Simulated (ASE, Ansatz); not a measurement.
# Convergence of a linear-scaling basis for ZnSe(100) slab, H on both faces, stepped (140 atoms)

Aim: test how closely localised support functions follow the reference on ZnSe(100) slab, H on both faces, stepped (140 atoms), and at what cost. A setting counts as converged where the r.m.s. difference of forces stays under 1 % of the r.m.s. force.

Method: Kohn-Sham DFT, PBE, PAW (set soft_2, large core), plane waves, in Ansatz 0.2.0.

## (1) Set-up

The cell holds 140 atoms: 36 Zn, 40 Se and 64 H. Its edges and angles: a = 16.032 Å, b = 16.032 Å, c = 20.829 Å, α = 90.0°, β = 90.0°, γ = 90.0°. It derives from ZnSe (zinc-blende). Zinc-blende ZnSe (a = 5.668 Å), (100) slab of 6 atomic planes, 4 x 4 surface cells, H on the broken bonds of both faces, 12 Å of vacuum; the top repeat layer removed from part of the cell (two steps); displaced by a Gaussian of 0.02 Å. Regions: slab, 76 atoms (36 Zn and 40 Se); hydrogen, 64 atoms (64 H). Vacuum lies along c.

What the set-up can't give: Caps of real hydrogen don't mimic the fractional bonds of a polar compound, so surface states and strained caps may belong to the model. Beside vacuum, support functions can miss their usual error bounds without a warning. The Brillouin zone is sampled at Γ only, in a cell whose shortest periodic width is 16 Å.

## (2) Plane-wave single point

The first run fixes the reference, at a cutoff of 420 eV.

File input.yaml:

```yaml
crystal:
  lattice:
    - [16.03152, 0.0, 0.0]
    - [0.0, 16.03152, 0.0]
    - [0.0, 0.0, 20.8286]
  atoms:
    - { symbol: Zn, position: [0.20099, 0.12541, 0.39629] }
    - { symbol: Se, position: [0.19965, 0.00068, 0.32884] }
    - { symbol: Zn, position: [0.07458, 0.99933, 0.53382] }
    - { symbol: Se, position: [0.07481, 0.12486, 0.46477] }
    - { symbol: Zn, position: [0.19916, 0.1246, 0.66932] }
    - { symbol: Se, position: [0.19952, 0.99972, 0.60242] }
    - { symbol: Zn, position: [0.19976, 0.37469, 0.39689] }
    - { symbol: Se, position: [0.19794, 0.24904, 0.32905] }
    - { symbol: Zn, position: [0.07674, 0.24987, 0.53193] }
    - { symbol: Se, position: [0.07564, 0.37381, 0.46382] }
    - { symbol: Zn, position: [0.19922, 0.37489, 0.66944] }
    - { symbol: Se, position: [0.19952, 0.24945, 0.6016] }
    - { symbol: Zn, position: [0.1992, 0.62442, 0.39765] }
    - { symbol: Se, position: [0.19812, 0.50072, 0.32864] }
    - { symbol: Zn, position: [0.07586, 0.50123, 0.53517] }
    - { symbol: Se, position: [0.07628, 0.62251, 0.46474] }
    - { symbol: Zn, position: [0.19917, 0.62708, 0.66878] }
    - { symbol: Se, position: [0.20196, 0.49776, 0.6018] }
    - { symbol: Zn, position: [0.2009, 0.87696, 0.39616] }
    - { symbol: Se, position: [0.20057, 0.75036, 0.33043] }
    - { symbol: Zn, position: [0.07397, 0.75024, 0.53248] }
    - { symbol: Se, position: [0.07483, 0.87426, 0.46433] }
    - { symbol: Zn, position: [0.19981, 0.87493, 0.67004] }
    - { symbol: Se, position: [0.19964, 0.74754, 0.60029] }
    - { symbol: Zn, position: [0.44902, 0.12577, 0.39744] }
    - { symbol: Se, position: [0.45212, 0.99869, 0.32879] }
    - { symbol: Zn, position: [0.32426, 0.99867, 0.53248] }
    - { symbol: Se, position: [0.3228, 0.12591, 0.4646] }
    - { symbol: Se, position: [0.44953, 0.0012, 0.60237] }
    - { symbol: Zn, position: [0.44972, 0.37468, 0.3967] }
    - { symbol: Se, position: [0.45191, 0.2516, 0.32844] }
    - { symbol: Zn, position: [0.32348, 0.25164, 0.53112] }
    [... 102 atom lines left out ...]
    - { symbol: H, position: [0.74555, 0.50065, 0.57388] }
    - { symbol: H, position: [0.904, 0.50037, 0.57537] }
    - { symbol: H, position: [0.87442, 0.74928, 0.28805] }
    - { symbol: H, position: [0.02487, 0.74927, 0.2883] }
    - { symbol: H, position: [0.74489, 0.74997, 0.57526] }
    - { symbol: H, position: [0.90495, 0.75, 0.57684] }
kpoints:
  mp_grid: { grid: [1, 1, 1] }
hamiltonian:
  xc: pbe
  pseudopotentials: { kind: paw, core: large }
scf:
  occupations: { method: fermi_dirac, width: 0.05 }
output:
  forces: true
  populations: true
  dos:
    method: { smearing: { sigma: 0.08 } }
    de: 0.1
    projected:
      site_lists:
        H: [H]
        Se: [Se]
        Zn: [Zn]
        slab: [0, 1, 2, 3, 4, 5, 6, 7, 8, 9, 10, 11, 12, 13, 14, 15, 16, 17, 18, 19, 20, 21, 22, 23, 24, 25, 26, 27, 28, 29, 30, 31, 32, 33, 34, 35, 36, 37, 38, 39, 40, 41, 42, 43, 44, 45, 46, 47, 48, 49, 50, 51, 52, 53, 54, 55, 56, 57, 58, 59, 60, 61, 62, 63, 64, 65, 66, 67, 68, 69, 70, 71, 72, 73, 74, 75]
        hydrogen: [76, 77, 78, 79, 80, 81, 82, 83, 84, 85, 86, 87, 88, 89, 90, 91, 92, 93, 94, 95, 96, 97, 98, 99, 100, 101, 102, 103, 104, 105, 106, 107, 108, 109, 110, 111, 112, 113, 114, 115, 116, 117, 118, 119, 120, 121, 122, 123, 124, 125, 126, 127, 128, 129, 130, 131, 132, 133, 134, 135, 136, 137, 138, 139]
  eigenvalues: true
  write_density: true
  write_potential: true
  volumetric_format: npy
```

Launch:

```sh
$ ansatz run input.yaml --threads 8 --pin off --max-ram 15872MiB --backend cpu --events-out ev --progress --plain --runs-dir out
```

Numbers of over 12 decimals in the logs are rounded to 6 here.

Output:

```text
Engine: ansatz 0.2.0, aarch64-unknown-linux-gnu
Pseudopotentials: kind: paw
Pseudopotential: Zn, paw, valence charge 12, recommended cutoff 420 eV (normal), Zn.paw.azcp
Pseudopotential: Se, paw, valence charge 6, recommended cutoff 420 eV (normal), Se.paw.azcp#standard-large-core
Pseudopotential: H, paw, valence charge 1, recommended cutoff 420 eV (normal), H.paw.azcp
[... 5 lines on functional and potentials left out ...]
Crystal: 140 atoms, lattice volume = 5353.151 Å³
Basis set: ecut = 420 eV, 104525 PW (Γ), exchange–correlation on 216×216×288 points (8 copies of the dense FFT grid, shifted against one another)
Bands: 508, of which v1, the nominal top of the filled ones, is band 368 counted from 1 (367 counted from 0)
Symmetry: 1 space group operations
Space group: P1 (ITA 1), of the structure as read, at distance tolerance 1.7e-4 Å
k-points: 1
[... 7 lines on functional and potentials left out ...]
Initial density: superposition of atomic densities (neutral atoms: chi_scale 0, normalization atom)
Initial wavefunctions: pseudopotential atomic-orbital guess
Functional: x = pbe(κ = 0.804, μ = 0.219515), c = pbe(β = 0.066725)
SCF iter   1: F=—  HF=-223644.416101 eV  |F-HF|=—  |Δ(HF+E_count)|=         —  Δρ=3.68e-2  dr2=1.69e2  ethr=3.10e-3  ⟨swp⟩=9.0  Hψ=3128  notcnv=0  defer=61
preconditioner: auto → LDOS  [metal: Δε(μ)=0.077 eV  Ē_g=10.368 eV  σ=0.050 eV  W_gap=0.36  n_scr=660 (ndim 8)  ℏωp=13.8 eV  f_vac=0.536  D(μ)=22.01/eV (n_scr^D=56)  β→1.0]
SCF iter   2: F=—  HF=-223850.924658 eV  |F-HF|=—  |Δ(HF+E_count)|=    2.07e2  Δρ=7.00e-2  dr2=3.04e3  ethr=3.10e-3  ⟨swp⟩=6.0  Hψ=1346  notcnv=0  defer=108  recentre
SCF iter   3: F=—  HF=-223620.396447 eV  |F-HF|=—  |Δ(HF+E_count)|=    2.31e2  Δρ=2.11e-2  dr2=9.32e1  ethr=3.10e-3  ⟨swp⟩=4.0  Hψ=1396  notcnv=0  defer=98
SCF iter   4: F=—  HF=-223608.572036 eV  |F-HF|=—  |Δ(HF+E_count)|=    1.18e1  Δρ=1.34e-2  dr2=2.52e1  ethr=3.10e-3  ⟨swp⟩=4.0  Hψ=898  notcnv=0  defer=116
SCF iter   5: F=—  HF=-223604.285105 eV  |F-HF|=—  |Δ(HF+E_count)|=    4.29e0  Δρ=4.27e-3  dr2=7.91e0  ethr=3.10e-3  ⟨swp⟩=3.0  Hψ=806  notcnv=0  defer=100
SCF iter   6: F=—  HF=-223603.549064 eV  |F-HF|=—  |Δ(HF+E_count)|=   7.36e-1  Δρ=5.03e-3  dr2=2.44e0  ethr=1.08e-3  ⟨swp⟩=2.0  Hψ=761  notcnv=0  defer=106
SCF iter   7: F=—  HF=-223604.297117 eV  |F-HF|=—  |Δ(HF+E_count)|=   7.48e-1  Δρ=1.07e-2  dr2=4.34e1  ethr=3.31e-4  ⟨swp⟩=5.0  Hψ=806  notcnv=0  defer=106  recentre
SCF iter   8: F=—  HF=-223603.264512 eV  |F-HF|=—  |Δ(HF+E_count)|=    1.03e0  Δρ=1.75e-3  dr2=5.04e-1  ethr=3.31e-4  ⟨swp⟩=3.0  Hψ=759  notcnv=0  defer=100
SCF iter   9: F=—  HF=-223603.253103 eV  |F-HF|=—  |Δ(HF+E_count)|=   1.14e-2  Δρ=1.24e-3  dr2=1.72e-1  ethr=6.85e-5  ⟨swp⟩=2.0  Hψ=601  notcnv=0  defer=100
SCF iter  10: F=—  HF=-223603.239744 eV  |F-HF|=—  |Δ(HF+E_count)|=   1.34e-2  Δρ=6.96e-4  dr2=7.85e-2  ethr=2.34e-5  ⟨swp⟩=2.0  Hψ=625  notcnv=0  defer=100
[...]
SCF iter  17: F=—  HF=-223603.234996 eV  |F-HF|=—  |Δ(HF+E_count)|=   6.11e-5  Δρ=3.91e-5  dr2=1.26e-4  ethr=6.15e-8  ⟨swp⟩=3.0  Hψ=767  notcnv=0  defer=100
SCF iter  18: F=—  HF=-223603.234992 eV  |F-HF|=—  |Δ(HF+E_count)|=   3.98e-6  Δρ=2.33e-5  dr2=3.31e-5  ethr=1.71e-8  ⟨swp⟩=2.0  Hψ=581  notcnv=0  defer=100
SCF iter  19: F=—  HF=-223603.237029 eV  |F-HF|=—  |Δ(HF+E_count)|=   2.04e-3  Δρ=1.71e-5  dr2=1.68e-5  ethr=4.50e-9  ⟨swp⟩=2.0  Hψ=650  notcnv=0  defer=100
SCF iter  20: F=—  HF=-223603.237034 eV  |F-HF|=—  |Δ(HF+E_count)|=   4.54e-6  Δρ=1.24e-5  dr2=9.63e-6  ethr=2.28e-9  ⟨swp⟩=2.0  Hψ=730  notcnv=0  defer=100
SCF iter  21: F=—  HF=-223603.237038 eV  |F-HF|=—  |Δ(HF+E_count)|=   3.56e-6  Δρ=7.49e-6  dr2=3.61e-6  ethr=1.31e-9  ⟨swp⟩=3.0  Hψ=754  notcnv=0  defer=100
SCF iter  22: F=—  HF=-223603.237039 eV  |F-HF|=—  |Δ(HF+E_count)|=   1.75e-6  Δρ=3.85e-6  dr2=1.10e-6  ethr=4.90e-10  ⟨swp⟩=3.0  Hψ=641  notcnv=0  defer=100
SCF iter  23: F=—  HF=-223603.237040 eV  |F-HF|=—  |Δ(HF+E_count)|=   9.38e-7  Δρ=2.45e-6  dr2=4.48e-7  ethr=1.50e-10  ⟨swp⟩=2.0  Hψ=635  notcnv=0  defer=100
SCF iter  24: F=—  HF=-223603.237041 eV  |F-HF|=—  |Δ(HF+E_count)|=   2.93e-7  Δρ=1.81e-6  dr2=2.18e-7  ethr=6.09e-11  ⟨swp⟩=2.0  Hψ=661  notcnv=0  defer=100
SCF iter  25: F=—  HF=-223603.237041 eV  |F-HF|=—  |Δ(HF+E_count)|=   8.44e-8  Δρ=1.18e-6  dr2=1.03e-7  ethr=2.96e-11  ⟨swp⟩=2.0  Hψ=636  notcnv=0  defer=100
SCF iter  26: F=-223603.237041 eV  HF=-223603.237041 eV  |F-HF|=5.84e-8  |Δ(HF+E_count)|=   4.42e-8  Δρ=8.92e-7  dr2=5.92e-8  ethr=1.36e-11  ⟨swp⟩=28.0  Hψ=6240  notcnv=0
SCF 1 converged in 26 iterations: F = -223603.237041 eV  dr2 = 5.92e-8
  greatest PAW one-centre occupation: 0.985 electrons in one spin orbital (limit 2), on the Zn atom at site 72 (counted from 0), in its partial waves of l = 2
WARN: The output density's exchange-correlation potential varies sharply where the density is thin. Do not read a vacuum level from v_tot or v_xc, or from such a field of the output density. On a cell that repeats whose density bears no net charge and no dipole along the vacuum's axis use v_es (v_loc + v_h of the components); [...]
SCF converged after 26 iterations
Free energy (F): -223603.237041 eV
Harris-Foulkes:  -223603.237041 eV  (|F-HF|=5.84e-8)
Internal energy: -223602.904457 eV  (E = F + TS)
E sigma→0 (E₀):  -223603.070749 eV
Entropy (-TS):   -0.332584 eV (-2.376 meV/atom)
Fermi energy:    0.158268 eV
--- Per-component energies (eV) ---
  E_band       = -5472.874136
  E_kinetic    = 9656.193856
  E_local      = -350477.495746  (includes V_loc(G=0)·N_el)
  E_nonlocal   = 24273.719429
  E_hartree    = 165752.541790
  E_xc         = -13148.966733
  E_vxc        = -5894.879462  (∫ρ·V_xc dr)
  E_paw        = -153935.111616  (= ΣΔE_a)
  E_vpaw       = -14535.428446  (= ΣTr[D̂ρ^β])
  E_aug_tail   = -0.085648  (compensation charges beyond the density's cutoff)
  E_ewald      = 94276.300211
  E_smearing   = -0.332584  (= −TS)
  E_closure    = 0.000000  (closes the sum)
  Σ components = -223603.237041   (vs F -223603.237041, Δ=0.00e0)
--- Forces (eV/Å), atoms counted from 1 ---
  atom   1  Zn    -0.49100890    -0.08911426     0.94625869
  atom   2  Se    -0.70765957     0.02927566     1.38932498
  atom   3  Zn     1.08496688     0.03161835     0.16830827
  atom   4  Se     0.23236448    -0.09226605    -0.95039943
  atom   5  Zn     0.41712240     0.01816590     0.53248029
  atom   6  Se     0.34734639    -0.01127272    -0.97415053
  atom   7  Zn    -0.29650110     0.04463156     0.79491901
  atom   8  Se     0.84178347     0.14343570     1.43834763
  atom   9  Zn     0.41235844     0.01670426     0.62229830
  atom  10  Se    -0.10451235     0.22821183    -0.80414672
  atom  11  Zn     0.33475667    -0.10482288     0.83613102
  atom  12  Se     0.43184799     0.03489177    -0.82434700
  atom  13  Zn    -0.16816883     0.06061723     0.82526827
  atom  14  Se     0.78533754    -0.10651522     1.41138077
[...]
atom 139  H     -0.53767418     0.01386958     0.27149650
  atom 140  H      0.68526882     0.02242324     0.14993820
  max |Σ_I F_I| component: 7.32e-5 eV/Å
--- Band table (eV) ---
  k-point 0: bands = ["-17.1230", "-17.0377", "-16.9841", "-16.9501", [... 492 levels ...], "4.7941", "4.7975", "4.8157", "4.8349", "4.8509", "4.8594", "4.8680", "4.9313", "5.0216", "5.0585", "5.0633", "5.0872"]
--- Löwdin populations: 140 sites ---
  site symbol       q [e]
     0     Zn     10.7867
     1     Se      6.2518
     2     Zn     10.7844
[...]
139      H      1.3175
  spilling = 0.015302 (of n_electrons = 736.000000)
```

Wall time 2.2 min (8 threads of Arm Neoverse V1, shared host); peak memory 6.8 GiB.

The column dr2 measures how far the density is from self-consistency, as an energy; F and HF (Harris–Foulkes) agree once it is small.

The program notes that potentials were chosen by core size and the exchange-correlation potential is rough where the density is thin.

Read from the output:

```yaml
free_energy: -223603.2370 eV
free_energy_per_atom: -1597.1660 eV/atom
scf_cycles: 26
r_m_s_force_component: 0.8234 eV/Å
longest_force: 3.131 eV/Å
fermi_energy: 0.1583 eV
levels_partly_filled_by_over_2_per_cent: 7
spilling_of_the_projection: 0.0153
```

Length of the force by element:

| element | coordination | atoms | mean length of the force (eV/Å) | spread | least | most |
| --- | --- | --- | --- | --- | --- | --- |
| H | all | 64 | 1.58 | 0.821 | 0.225 | 3.13 |
| Se | all | 40 | 1.06 | 0.406 | 0.317 | 2.23 |
| Zn | all | 36 | 0.874 | 0.292 | 0.232 | 1.49 |

Löwdin charges by element (they lack the spilled electrons, 0.080 e an atom on average):

| element | coordination | atoms | mean charge (e) | spread | least | most |
| --- | --- | --- | --- | --- | --- | --- |
| H | all | 64 | -0.110 | 0.225 | -0.523 | 0.121 |
| Se | all | 40 | -0.635 | 0.395 | -1.06 | -0.158 |
| Zn | all | 36 | 1.21 | 0.0175 | 1.17 | 1.25 |

By region:

| region | atoms | mean length of the force (eV/Å) |
| --- | --- | --- |
| slab | 76 | 0.974 |
| hydrogen | 64 | 1.58 |

Density of states as counts of states in windows of 1 eV (from the Fermi level), total and the larger projections:

| from (eV) | to (eV) | total | slab | Zn d | Se p | H s | hydrogen | Zn s |
| --- | --- | --- | --- | --- | --- | --- | --- | --- |
| -14 | -13 | 5.6 | 5.6 | 0.2 | 0.0 | 0.0 | 0.0 | 0.4 |
| -13 | -12 | 6.7 | 6.7 | 0.2 | 0.0 | 0.0 | 0.0 | 0.6 |
| -12 | -11 | 0.0 | 0.0 | 0.0 | 0.0 | 0.0 | 0.0 | 0.0 |
| -11 | -10 | 8.0 | 4.3 | 0.3 | 4.0 | 3.4 | 3.4 | 0.0 |
| -10 | -9 | 55.8 | 48.1 | 34.4 | 12.8 | 7.1 | 7.1 | 0.4 |
| -9 | -8 | 170.8 | 165.3 | 148.3 | 14.5 | 5.0 | 5.0 | 1.9 |
| -8 | -7 | 130.5 | 121.8 | 86.3 | 27.5 | 8.0 | 8.0 | 6.8 |
| -7 | -6 | 62.3 | 59.4 | 37.8 | 16.6 | 2.4 | 2.4 | 3.4 |
| -6 | -5 | 69.8 | 64.5 | 39.3 | 19.9 | 4.5 | 4.5 | 4.0 |
| -5 | -4 | 53.4 | 49.6 | 3.9 | 41.8 | 2.1 | 2.1 | 2.7 |
| -4 | -3 | 39.9 | 31.3 | 3.3 | 25.9 | 7.3 | 7.3 | 1.4 |
| -3 | -2 | 23.5 | 20.9 | 1.6 | 18.7 | 1.7 | 1.7 | 0.4 |
| -2 | -1 | 17.4 | 9.5 | 0.9 | 6.1 | 6.9 | 6.9 | 1.9 |
| -1 | 0 | 22.9 | 8.2 | 0.7 | 4.5 | 12.7 | 12.7 | 1.3 |
| 0 | 1 | 44.2 | 21.1 | 0.4 | 13.8 | 15.0 | 15.0 | 4.9 |
| 1 | 2 | 38.5 | 15.8 | 0.1 | 6.4 | 4.3 | 4.3 | 7.9 |
| 2 | 3 | 60.2 | 15.4 | 0.1 | 7.1 | 6.1 | 6.1 | 7.1 |
| 3 | 4 | 60.9 | 10.7 | 0.1 | 5.3 | 6.3 | 6.3 | 4.7 |

The curve was stored every 0.10 eV, coarse against its broadening of 0.08 eV, so these counts are rough.

Between -18 and -14 eV lie 68 more states.

The levels nearest the highest filled one (over half full), pooled over k-points and spins:

| level less the highest filled one (eV) | occupation |
| --- | --- |
| -0.269 | 2.00 |
| -0.203 | 1.99 |
| -0.188 | 1.99 |
| -0.170 | 1.99 |
| -0.153 | 1.99 |
| 0 | 1.72 |
| 0.122 | 0.7 |
| 0.134 | 0.598 |
| 0.164 | 0.379 |
| 0.176 | 0.313 |
| 0.193 | 0.232 |
| 0.286 | 0.04 |

Planar average of the electrostatic potential energy along the normal, with the Fermi level as zero, after a running mean with a triangular window 4 Å wide at its base:

| height (Å) | potential energy (eV) |
| --- | --- |
| 0.0 | 3.66 |
| 0.6 | 3.49 |
| 1.2 | 3.32 |
| 1.7 | 3.15 |
| 2.3 | 2.98 |
| 2.9 | 2.80 |
| 3.6 | 2.51 |
| 4.2 | 2.00 |
| 4.8 | 0.89 |
| 5.4 | -0.94 |
| 5.9 | -3.12 |
| 6.5 | -5.05 |
| 7.1 | -6.04 |
| 7.7 | -6.11 |
| 8.2 | -5.94 |
| 8.8 | -5.62 |
| 9.4 | -5.56 |
| 10.0 | -5.23 |
| 10.7 | -4.30 |
| 11.3 | -3.43 |
| 11.9 | -2.34 |
| 12.4 | -1.27 |
| 13.0 | 0.02 |
| 13.6 | 1.37 |
| 14.2 | 2.60 |
| 14.8 | 3.58 |
| 15.3 | 4.25 |
| 15.9 | 4.62 |
| 16.5 | 4.75 |
| 17.1 | 4.71 |
| 17.8 | 4.53 |
| 18.4 | 4.37 |
| 18.9 | 4.20 |
| 19.5 | 4.03 |
| 20.1 | 3.87 |
| 20.7 | 3.70 |

Electrostatic potential energy in the ca plane at fractional y = 0.000, with atoms of Se and Zn and H within 0.2 Å of it. With pseudopotentials it is smooth inside the atoms' cores, unlike the true potential.

Values in eV, 13 rows by 16 columns, each cell a mean:
```
  0 -34 -53  -3   3   3   2  -7   5   6   6   5   5   5   4   4
 -1 -22 -10   1   3  -3 -16 -12   5   5   5   5   5   5   4   4
  0 -15  -1   2   3 -11 -33  -4   5   5   5   5   5   4   4   4
  1 -28 -44  -3   2   3   0 -11   5   5   5   5   4   4   4   4
 -1 -28 -25   0   2   0  -7 -14   4   4   4   4   4   4   4   4
  0  -8   1   2   2 -12 -39  -6   3   4   4   4   4   4   4   4
 -1 -31 -32  -1   2   0  -6 -28 -19   2   4   4   4   4   4   4
  0 -29 -36  -2   2   1  -4 -36 -25   2   4   5   5   4   4   4
  0 -12   0   2   2 -12 -37  -6   3   5   5   5   5   5   4   4
 -1 -26 -17   0   2  -2 -12 -15  -6   5   6   6   5   5   5   4
  0 -33 -49  -3   2   3   0 -46 -31   4   6   6   6   5   5   4
 -1 -17  -3   2   3  -7 -27  -6   2   6   6   6   6   5   5   4
 -1 -20  -6   2   3  -5 -23 -10   5   6   6   6   5   5   5   4
```
Columns run along c (16.0 Å, from fractional 0.23 to 1.00 of the cell; values clipped at the 3rd and 97th percentile), rows up along a (16.0 Å). Atoms in or near the plane, at fractional coordinates: Se at (0.33, 0.20), Zn at (0.53, 0.07), Se at (0.60, 0.20), Se at (0.33, 0.45), Zn at (0.53, 0.32), Se at (0.60, 0.45), Se at (0.33, 0.70), Zn at (0.53, 0.58), Se at (0.33, 0.95), Zn at (0.53, 0.82), H at (0.29, 0.27), H at (0.29, 0.12), H at (0.57, 0.00), H at (0.29, 0.37) and more.

Valence density in the ca plane at fractional y = 0.000, with atoms of Se and Zn and H within 0.2 Å of it. It is the smooth field of the valence electrons, not physical close to the nuclei.

Values in e/Å³, 13 rows by 16 columns, each cell a mean:
```
 0  1  1  0  0  0  0  0  0  0  0  0  0  0  0  0
 0  1  0  0  0  0  2  1  0  0  0  0  0  0  0  0
 0  1  0  0  0  1  9  0  0  0  0  0  0  0  0  0
 0  1  1  0  0  0  0  1  0  0  0  0  0  0  0  0
 0  1  0  0  0  0  1  1  0  0  0  0  0  0  0  0
 0  0  0  0  0  1 11  0  0  0  0  0  0  0  0  0
 0  1  0  0  0  0  0  1  0  0  0  0  0  0  0  0
 0  1  1  0  0  0  0  1  0  0  0  0  0  0  0  0
 0  0  0  0  0  1 10  0  0  0  0  0  0  0  0  0
 0  1  0  0  0  0  1  1  0  0  0  0  0  0  0  0
 0  1  1  0  0  0  0  1  1  0  0  0  0  0  0  0
 0  1  0  0  0  0  7  0  0  0  0  0  0  0  0  0
 0  1  0  0  0  0  5  1  0  0  0  0  0  0  0  0
```
Columns run along c (16.0 Å, from fractional 0.23 to 1.00 of the cell), rows up along a (16.0 Å). Atoms in or near the plane, at fractional coordinates: Se at (0.33, 0.20), Zn at (0.53, 0.07), Se at (0.60, 0.20), Se at (0.33, 0.45), Zn at (0.53, 0.32), Se at (0.60, 0.45), Se at (0.33, 0.70), Zn at (0.53, 0.58), Se at (0.33, 0.95), Zn at (0.53, 0.82), H at (0.29, 0.27), H at (0.29, 0.12), H at (0.57, 0.00), H at (0.29, 0.37) and more.

Mean Löwdin charges: H -0.11, Se -0.63, Zn +1.21 e (they miss 1.5 % of the electrons, so they add up to more than the cell's charge). Within 0.4 eV of the Fermi level the largest share is H s (58 % of the projected weight). The potential slopes across the vacuum by 0.29 eV/Å: the slab bears a dipole, and with periodic images along the normal there is no flat vacuum level to read.

(Part 1 of 2 ends here.)

[Logs are printed without paths, hosts, clocks, repeated set-up lines and the standing remarks that a program may print on its own settings, such as how far it seeks lower states.]

[Hosts, paths, dates, database ids (printed as entryN), source tags and the programs' standing remarks are cut or masked in the printed files.]
